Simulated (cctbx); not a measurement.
# A crystallographic session in cctbx: Nd2Ti3Rh

Library: cctbx 2025.11. The data are simulated by the first script.

## 1. Simulate the data

run.py:

```python
from cctbx import adptbx, crystal, miller, sgtbx, xray
from cctbx.array_family import flex
from iotbx.shelx import hklf
from scitbx import matrix
import scitbx.random

cs = crystal.symmetry(unit_cell=(5.51, 5.51, 14.293, 90, 90, 120), space_group_symbol='Hall: -R 3 2"')  # R-3m
atoms = [  # label, site, U (iso, or U11 U22 U33 U12 U13 U23 in A^2), occupancy
    ("Nd1", (0, 0, 0.87687), (0.0020, 0.0020, 0.0019, 0.0010, 0.0000, 0.0000), 1),
    ("Rh1", (2/3, 1/3, 0.83333), (0.0038, 0.0038, 0.0031, 0.0019, -0.0000, 0.0000), 1),
    ("Ti1", (0.5, 0, 0), (0.0042, 0.0046, 0.0048, 0.0023, -0.0001, -0.0002), 1),
]
xs = xray.structure(crystal_symmetry=cs)
for label, site, u, occ in atoms:
    u = adptbx.u_cif_as_u_star(cs.unit_cell(), u) if isinstance(u, tuple) else u
    xs.add_scatterer(xray.scatterer(label, site=site, u=u, occupancy=occ))
xs.set_inelastic_form_factors(0.71073, "sasaki")
xs.show_summary()
p1 = xs.expand_to_p1()
ms = miller.build_set(p1, anomalous_flag=True, d_min=0.6)
flex.set_random_seed(576853)
scitbx.random.set_random_seed(576853)
ms = ms.select(flex.random_double(ms.size()) < 0.95)
i = ms.structure_factors_from_scatterers(p1, algorithm="direct").f_calc().as_intensity_array().data()
i = i / flex.sqrt(1 + 0.1 * i / flex.max(i))  # extinction
i = i * 40000 / flex.max(i)
sig = flex.sqrt(i + flex.pow2(0.02 * i) + 15 ** 2)
noise = scitbx.random.variate(scitbx.random.normal_distribution())(i.size())
data = ms.array(data=i + sig * noise, sigmas=sig).set_observation_type_xray_intensity()
with open("data.hkl", "w") as f:
    data.export_as_shelx_hklf(f)
print("reflections written:", data.size(), " <I/sigma> = %.1f" % flex.mean(data.data() / data.sigmas()))
for h, a, b in list(data.sort("data"))[:12]:
    print("%4d%4d%4d %9.1f %7.1f" % (h + (a, b)))
```

```console
$ python run.py
```

```text
Number of scatterers: 3
At special positions: 3
Unit cell: (5.51, 5.51, 14.293, 90, 90, 120)
Space group: R -3 m :H (No. 166)
reflections written: 6986  <I/sigma> = 9.8
  -2   2   8   40406.6   824.8
   2   0   8   39981.1   824.8
   0  -2   8   39936.6   824.8
  -2   0  -8   39737.8   824.8
   2  -4   0   39408.6   793.3
   2  -2  -8   39094.4   824.8
  -2  -2   0   39088.7   793.3
   0   2  -8   39039.2   824.8
  -4   2   0   38733.4   793.3
   2   2   0   38473.6   793.3
  -2   4   0   38451.3   793.3
   4  -2   0   38016.3   793.3
```

It took 0.42 s on 1 thread of Arm Neoverse N1, on a shared host, peak memory 0.07 GiB.

## 2. Symmetry

run.py:

```python
from cctbx import crystal, sgtbx, statistics
from cctbx.array_family import flex
from iotbx.shelx import hklf

p1 = crystal.symmetry(unit_cell=(5.51, 5.51, 14.293, 90, 90, 120), space_group_symbol="P 1")
raw = hklf.reader(file_name="data.hkl").as_miller_arrays(crystal_symmetry=p1, anomalous=True)[0]
print(raw.size(), "reflections to d = %.3f A" % raw.d_min())
isig = raw.data() / raw.sigmas()
print("centring   violations  <I/sigma> of those")
best = "P"
for c in "ABCIRF":
    a = raw.customized_copy(space_group_info=sgtbx.space_group_info("Hall: %s 1" % c)).sys_absent_flags().data()
    m = flex.mean(isig.select(a))
    print("%5s %10d of %5d %8.1f" % (c, (isig.select(a) > 4).count(True), a.count(True), m))
    if (isig.select(a) > 4).count(True) < 0.01 * a.count(True):
        best = c
raw = raw.select(~raw.customized_copy(space_group_info=sgtbx.space_group_info("Hall: %s 1" % best)).sys_absent_flags().data())
isig = raw.data() / raw.sigmas()
rows = []
for s in sgtbx.space_group_symbol_iterator():
    g = sgtbx.space_group(s)
    if g.conventional_centring_type_symbol() != best or not g.is_compatible_unit_cell(p1.unit_cell(), 1e-3, 0.02):
        continue
    rows.append((s, g))
print("Laue class    unique    Rint  (classes that these axes allow; Friedel mates merged)")
rint = {}
for s, g in rows:
    laue = g.build_derived_patterson_group()
    key = laue.type().hall_symbol()
    if key not in rint:
        m = raw.customized_copy(space_group_info=laue.info(), anomalous_flag=False).merge_equivalents()
        rint[key] = m.r_int()
        print("%-14s %6d %7.3f" % (laue.type().lookup_symbol(), m.array().size(), m.r_int()))
floor = min(rint.values())
good = [(s, g) for s, g in rows if rint[g.build_derived_patterson_group().type().hall_symbol()] < 2 * floor + 0.03]
top = max(g.build_derived_patterson_group().order_z() for s, g in good)
print("space group    extra absences  I>4sigma  <I/sigma>")
for s, g in good:
    laue = g.build_derived_patterson_group()
    if laue.order_z() != top:
        continue
    a = raw.customized_copy(space_group_info=g.info()).sys_absent_flags().data()
    a &= ~raw.customized_copy(space_group_info=laue.info()).sys_absent_flags().data()
    bad = (isig.select(a) > 4).count(True)
    if bad <= 0.03 * a.count(True):
        print("%-16s %8d %10d %9s  %s" % (s.universal_hermann_mauguin(), a.count(True), bad, "%.1f" % flex.mean(isig.select(a)) if a.count(True) else "-", "centric" if g.is_centric() else "acentric"))
laue = max(good, key=lambda t: t[1].build_derived_patterson_group().order_z())[1].build_derived_patterson_group()
f = raw.customized_copy(space_group_info=laue.info(), anomalous_flag=False).merge_equivalents().array().eliminate_sys_absent().f_sq_as_f()
f.set_observation_type_xray_amplitude()
bins = max(3, min(8, f.size() // 12))
f.setup_binner(n_bins=bins)
w = statistics.wilson_plot(f, {e: n / laue.order_z() for e, n in {'Nd': 6.0, 'Rh': 3.0, 'Ti': 9.0}.items()}, e_statistics=True)
print("Wilson B = %.2f A^2   <|E^2-1|> = %.3f (0.968 centric, 0.736 acentric)   E^2>4: %.1f %%" % (w.wilson_b, w.mean_e_sq_minus_1, w.percent_e_sq_gt_2))
print("shell (A)         n   <I/sigma>")
m = raw.customized_copy(space_group_info=laue.info(), anomalous_flag=False).merge_equivalents().array().eliminate_sys_absent()
for b in m.setup_binner(n_bins=bins).range_used():
    sel = m.binner().selection(b)
    print("%5.2f - %4.2f %6d %8.1f" % (min(m.binner().bin_d_range(b)[0] if m.binner().bin_d_range(b)[0] > 0 else 99, 99), m.binner().bin_d_range(b)[1], sel.count(True), flex.mean((m.data() / m.sigmas()).select(sel))))
```

```console
$ python run.py
```

```text
6986 reflections to d = 0.600 A
centring   violations  <I/sigma> of those
    A       1092 of  3495      9.8
    B       1079 of  3474      9.8
    C       1063 of  3491      9.1
    I       1082 of  3485      9.8
    R          0 of  4661      0.0
    F       1617 of  5230      9.6
Laue class    unique    Rint  (classes that these axes allow; Friedel mates merged)
R -3 :H           411   0.017
R -3 m :H         257   0.018
space group    extra absences  I>4sigma  <I/sigma>
R 3 2 :H                0          0         -  acentric
R 3 m :H                0          0         -  acentric
R -3 m :H               0          0         -  centric
Wilson B = 0.15 A^2   <|E^2-1|> = 0.750 (0.968 centric, 0.736 acentric)   E^2>4: 1.2 %
shell (A)         n   <I/sigma>
 4.76 - 1.19     39     88.2
 1.19 - 0.95     35     83.8
 0.95 - 0.83     31     86.9
 0.83 - 0.76     32     88.7
 0.76 - 0.70     30     76.1
 0.70 - 0.66     34     78.8
 0.66 - 0.63     25     84.5
 0.63 - 0.60     31     75.8
```

Time: 0.39 s.

## 3. Charge flipping

run.py:

```python
import itertools
from cctbx import crystal, maptbx
from cctbx.array_family import flex
from iotbx.shelx import hklf
from smtbx.ab_initio import charge_flipping as cf

cs = crystal.symmetry(unit_cell=(5.51, 5.51, 14.293, 90, 90, 120), space_group_symbol='Hall: -R 3 2"')  # R-3m
raw = hklf.reader(file_name="data.hkl").as_miller_arrays(crystal_symmetry=cs, anomalous=True)[0]
merged = raw.eliminate_sys_absent().merge_equivalents()
fo2 = merged.array().set_observation_type_xray_intensity()
f = fo2.average_bijvoet_mates().f_sq_as_f().resolution_filter(d_min=0.8)
p1 = f.expand_to_p1()
p1.setup_binner_counting_sorted(reflections_per_bin=max(40, p1.size() // 12))
work = p1.array(data=p1.data() / p1.amplitude_quasi_normalisations().data())
flex.set_random_seed(89023)
it = cf.weak_reflection_improved_iterator(delta=None, weak_reflection_fraction=0.2)
it.start(work, phases=flex.random_double(p1.size()) * 6.2832, f_000=0)
it.delta = 1.1 * it.rho_map.sigma()
print("cycle      R  skewness")
for n, st in enumerate(itertools.islice(it, 150)):
    if n % 12 == 0:
        print("%5d %6.3f %8.2f" % (n, st.r1_factor(), st.rho_map.skewness()))
rho = p1.phase_transfer(it.f_calc).fft_map().apply_volume_scaling()
polish = cf.low_density_elimination_iterator(constant_rho_c=rho.sigma())
polish.start(f_obs=p1, phases=it.f_calc, f_000=0)
for _ in range(8):
    next(polish)
print("origin shift          correlation  skewness")
maps = []
for fc, shift, cc in itertools.islice(cf.f_calc_symmetrisations(f, polish.f_calc, 0), 4):
    m = f.phase_transfer(fc).fft_map(symmetry_flags=maptbx.use_space_group_symmetry, resolution_factor=0.25).apply_sigma_scaling()
    maps.append((m.skewness(), cc, m))
    print("%6.3f %6.3f %6.3f %10.3f %9.2f" % (tuple(shift) + (cc, m.skewness())))
skew, cc, m = max((t for t in maps if t[1] > maps[0][1] - 0.04), key=lambda t: t[0])
print("taken: symmetry correlation %.3f, skewness %.2f" % (cc, skew))
peaks = m.peak_search(parameters=maptbx.peak_search_parameters(min_distance_sym_equiv=0.9, max_clusters=8)).all()
sps = cs.special_position_settings(min_distance_sym_equiv=0.5)
print("peak      x       y       z  mult  height/sigma")
for k, (x, h) in enumerate(zip(peaks.sites(), peaks.heights())):
    ss = sps.site_symmetry(x)
    print("Q%-3d %7.4f %7.4f %7.4f %4d %8.1f" % ((k + 1,) + tuple(t % 1 for t in ss.exact_site()) + (ss.multiplicity(), h)))
```

```console
$ python run.py
```

```text
cycle      R  skewness
    0  0.578     0.21
   12  0.453     3.69
   24  0.436     3.64
   36  0.421     3.70
   48  0.427     3.39
   60  0.458     3.84
   72  0.449     3.62
   84  0.452     3.42
   96  0.448     3.54
  108  0.482     3.66
  120  0.462     3.94
  132  0.450     3.44
  144  0.447     3.39
origin shift          correlation  skewness
 0.288  0.120  0.437      0.885      4.92
 0.281  0.108  0.249      0.875      6.75
 0.285  0.102  0.057      0.855      5.29
 0.291  0.125  0.127      0.827      5.47
taken: symmetry correlation 0.875, skewness 6.75
peak      x       y       z  mult  height/sigma
Q1    0.0000  0.0000  0.3759    6     17.2
Q2    0.0000  0.0000  0.0000    3     11.5
Q3    0.0000  0.5000  0.5000    9      6.3
Q4    0.0000  0.0000  0.2475    6      2.4
Q5    0.9778  0.3994  0.1851   36      1.5
Q6    0.0437  0.5219  0.7559   18      1.4
Q7    0.1220  0.2440  0.7310   18      1.1
Q8    0.1142  0.2284  0.6522   18      1.1
```

Time: 0.52 s.

## 4. Refinement (model from the peaks)

run.py:

```python
import math
from cctbx import adptbx, crystal, maptbx, sgtbx, xray
from cctbx.array_family import flex
from cctbx.xray import observations
from iotbx.shelx import hklf
from scitbx.lstbx import normal_eqns_solving
from smtbx import absolute_structure, utils
from smtbx.refinement import constraints, least_squares

cs = crystal.symmetry(unit_cell=(5.51, 5.51, 14.293, 90, 90, 120), space_group_symbol='Hall: -R 3 2"')  # R-3m
atoms = [  # label, site, U (iso, or U11 U22 U33 U12 U13 U23 in A^2), occupancy
    ("Nd1", (0, 0, 0.3759), 0.0200, 1),
    ("Rh1", (0, 0, 0), 0.0200, 1),
    ("Ti1", (0, 0.5, 0.5), 0.0200, 1),
]
xs = xray.structure(crystal_symmetry=cs)
for label, site, u, occ in atoms:
    u = adptbx.u_cif_as_u_star(cs.unit_cell(), u) if isinstance(u, tuple) else u
    xs.add_scatterer(xray.scatterer(label, site=site, u=u, occupancy=occ))
xs.set_inelastic_form_factors(0.71073, "sasaki")
raw = hklf.reader(file_name="data.hkl").as_miller_arrays(crystal_symmetry=cs, anomalous=True)[0]
merged = raw.eliminate_sys_absent().merge_equivalents()
fo2 = merged.array().set_observation_type_xray_intensity()
print("Rint %.3f, %d unique reflections to %.2f A" % (merged.r_int(), fo2.size(), fo2.d_min()))
for sc in xs.scatterers():
    sc.flags.set_grad_site(True)
    sc.flags.set_grad_u_aniso(sc.flags.use_u_aniso())
    sc.flags.set_grad_u_iso(sc.flags.use_u_iso())
obs = fo2.as_xray_observations()
extra = {}
rep = constraints.reparametrisation(xs, [], utils.connectivity_table(xs), **extra)
ls = least_squares.crystallographic_ls(obs, rep, weighting_scheme=least_squares.mainstream_shelx_weighting(a=0, b=0))
print("cycle     R1     wR2    GooF  max shift (A)")
for cycle in range(6):
    ls.build_up()
    r1, wr2, goof = ls.r1_factor(cutoff_factor=2)[0], ls.wR2(), ls.goof()
    old = xs.sites_cart()
    normal_eqns_solving.levenberg_marquardt_iterations(ls, n_max_iterations=3, tau=0.0001, step_threshold=1e-7)
    big = flex.max((xs.sites_cart() - old).norms())
    print("%4d %7.4f %7.4f %7.3f %9.5f" % (cycle + 1, r1, wr2, goof, big))
    ls.build_up(objective_only=True)
    if abs(ls.wR2() - wr2) < 5e-5 and big < 5e-4:
        break
ls.build_up()
print("final R1 %.4f wR2 %.4f GooF %.3f  parameters %d  data/parameter %.1f" % (ls.r1_factor(cutoff_factor=2)[0], ls.wR2(), ls.goof(), ls.n_parameters, fo2.size() / ls.n_parameters))
cov = ls.covariance_matrix_and_annotations()
su = dict(zip(cov.annotations, (math.sqrt(max(v, 0)) for v in cov.matrix.matrix_packed_u_diagonal())))
a2 = cs.unit_cell().reciprocal_parameters()[0] ** -2
print("atom        x        y        z      Ueq    occ   su(xyz)  su(Uiso or U11)")
for sc in xs.scatterers():
    s = max(su.get(sc.label + k, 0) for k in (".x", ".y", ".z"))
    npd = "" if sc.is_positive_definite_u(cs.unit_cell()) else "  NPD"
    print("%-5s %8.5f %8.5f %8.5f %8.4f %6.3f %8.5f %7.4f%s" % ((sc.label,) + sc.site + (sc.u_iso_or_equiv(cs.unit_cell()), sc.occupancy, s, su.get(sc.label + ".uiso", su.get(sc.label + ".u11", 0) * a2), npd)))
fo = fo2.f_sq_as_f()
fc = fo.structure_factors_from_scatterers(xs, algorithm="direct").f_calc()
diff = fo.f_obs_minus_f_calc(1 / math.sqrt(ls.scale_factor()), fc).average_bijvoet_mates()
m = diff.fft_map(symmetry_flags=maptbx.use_space_group_symmetry, resolution_factor=0.25).apply_volume_scaling()
print("difference map: max %.2f min %.2f rms %.2f" % (m.statistics().max(), m.statistics().min(), m.statistics().sigma()))
peaks = m.peak_search(parameters=maptbx.peak_search_parameters(min_distance_sym_equiv=0.6, max_clusters=5)).all()
near = xs.closest_distances(peaks.sites(), distance_cutoff=4)
sps = cs.special_position_settings(min_distance_sym_equiv=0.5)
for k, (x, h) in enumerate(zip(peaks.sites(), peaks.heights())):
    ss = sps.site_symmetry(x)
    print("Q%-3d %7.4f %7.4f %7.4f %4d %7.2f  %.2f A from %s" % ((k + 1,) + tuple(t % 1 for t in ss.exact_site()) + (ss.multiplicity(), h, near.smallest_distances[k], xs.scatterers()[near.i_seqs[k]].label)))
```

```console
$ python run.py
```

```text
Rint 0.018, 257 unique reflections to 0.60 A
cycle     R1     wR2    GooF  max shift (A)
   1  0.2408  0.4900  46.445   0.01389
   2  0.0063  0.0144   1.364   0.00000
final R1 0.0063 wR2 0.0144 GooF 1.364  parameters 4  data/parameter 64.2
atom        x        y        z      Ueq    occ   su(xyz)  su(Uiso or U11)
Nd1    0.00000  0.00000  0.37687   0.0018  1.000  0.00001  0.0000
Rh1    0.00000  0.00000  0.00000   0.0035  1.000  0.00000  0.0000
Ti1    0.00000  0.50000  0.50000   0.0044  1.000  0.00000  0.0000
difference map: max 0.50 min -1.73 rms 0.13
Q1    0.0000  0.0000  0.1871    6    0.50  1.62 A from Ti1
Q2    0.0000  0.0000  0.0521    6    0.48  0.74 A from Rh1
Q3    0.0537  0.1075  0.0934   18    0.47  1.43 A from Rh1
Q4    0.1117  0.2234  0.3425   18    0.43  1.17 A from Nd1
Q5    0.0419  0.5210  0.2926   18    0.37  1.39 A from Nd1
```

Time: 0.55 s.

## 5. Refinement (anisotropic displacement)

run.py, as its changes from the last script of this kind:

```diff
@@ -12,3 +12,3 @@
-    ("Nd1", (0, 0, 0.3759), 0.0200, 1),
-    ("Rh1", (0, 0, 0), 0.0200, 1),
-    ("Ti1", (0, 0.5, 0.5), 0.0200, 1),
+    ("Nd1", (0, 0, 0.37687), 0.0030, 1),
+    ("Rh1", (0, 0, 0), 0.0035, 1),
+    ("Ti1", (0, 0.5, 0.5), 0.0044, 1),
@@ -20,0 +21 @@
+xs.convert_to_anisotropic()
@@ -34 +35 @@
-for cycle in range(6):
+for cycle in range(8):
@@ -38 +39 @@
-    normal_eqns_solving.levenberg_marquardt_iterations(ls, n_max_iterations=3, tau=0.0001, step_threshold=1e-7)
+    normal_eqns_solving.levenberg_marquardt_iterations(ls, n_max_iterations=3, tau=1e-06, step_threshold=1e-7)
@@ -59 +60 @@
-peaks = m.peak_search(parameters=maptbx.peak_search_parameters(min_distance_sym_equiv=0.6, max_clusters=5)).all()
+peaks = m.peak_search(parameters=maptbx.peak_search_parameters(min_distance_sym_equiv=0.6, max_clusters=6)).all()
```

```console
$ python run.py
```

```text
Rint 0.018, 257 unique reflections to 0.60 A
cycle     R1     wR2    GooF  max shift (A)
   1  0.0211  0.0503   4.815   0.00005
   2  0.0053  0.0117   1.125   0.00000
final R1 0.0053 wR2 0.0117 GooF 1.125  parameters 9  data/parameter 28.6
atom        x        y        z      Ueq    occ   su(xyz)  su(Uiso or U11)
Nd1    0.00000  0.00000  0.37687   0.0018  1.000  0.00001  0.0000
Rh1    0.00000  0.00000  0.00000   0.0035  1.000  0.00000  0.0000
Ti1    0.00000  0.50000  0.50000   0.0044  1.000  0.00000  0.0001
difference map: max 0.48 min -1.05 rms 0.12
Q1    0.0000  0.0000  0.1909    6    0.48  1.63 A from Ti1
Q2    0.1125  0.2249  0.3427   18    0.42  1.18 A from Nd1
Q3    0.0550  0.1101  0.0921   18    0.36  1.42 A from Rh1
Q4    0.0551  0.5275  0.2903   18    0.34  1.33 A from Nd1
Q5    0.0000  0.0000  0.4469    6    0.32  1.00 A from Nd1
Q6    0.0528  0.1056  0.6887   18    0.31  1.06 A from Nd1
```

Run time: 0.55 s on 1 thread of Arm Neoverse N1 (shared host), peak memory 0.09 GiB.

[Logs are printed without paths, hosts, clocks, repeated set-up lines and the standing remarks that a program may print on its own settings, such as how far it seeks lower states.]
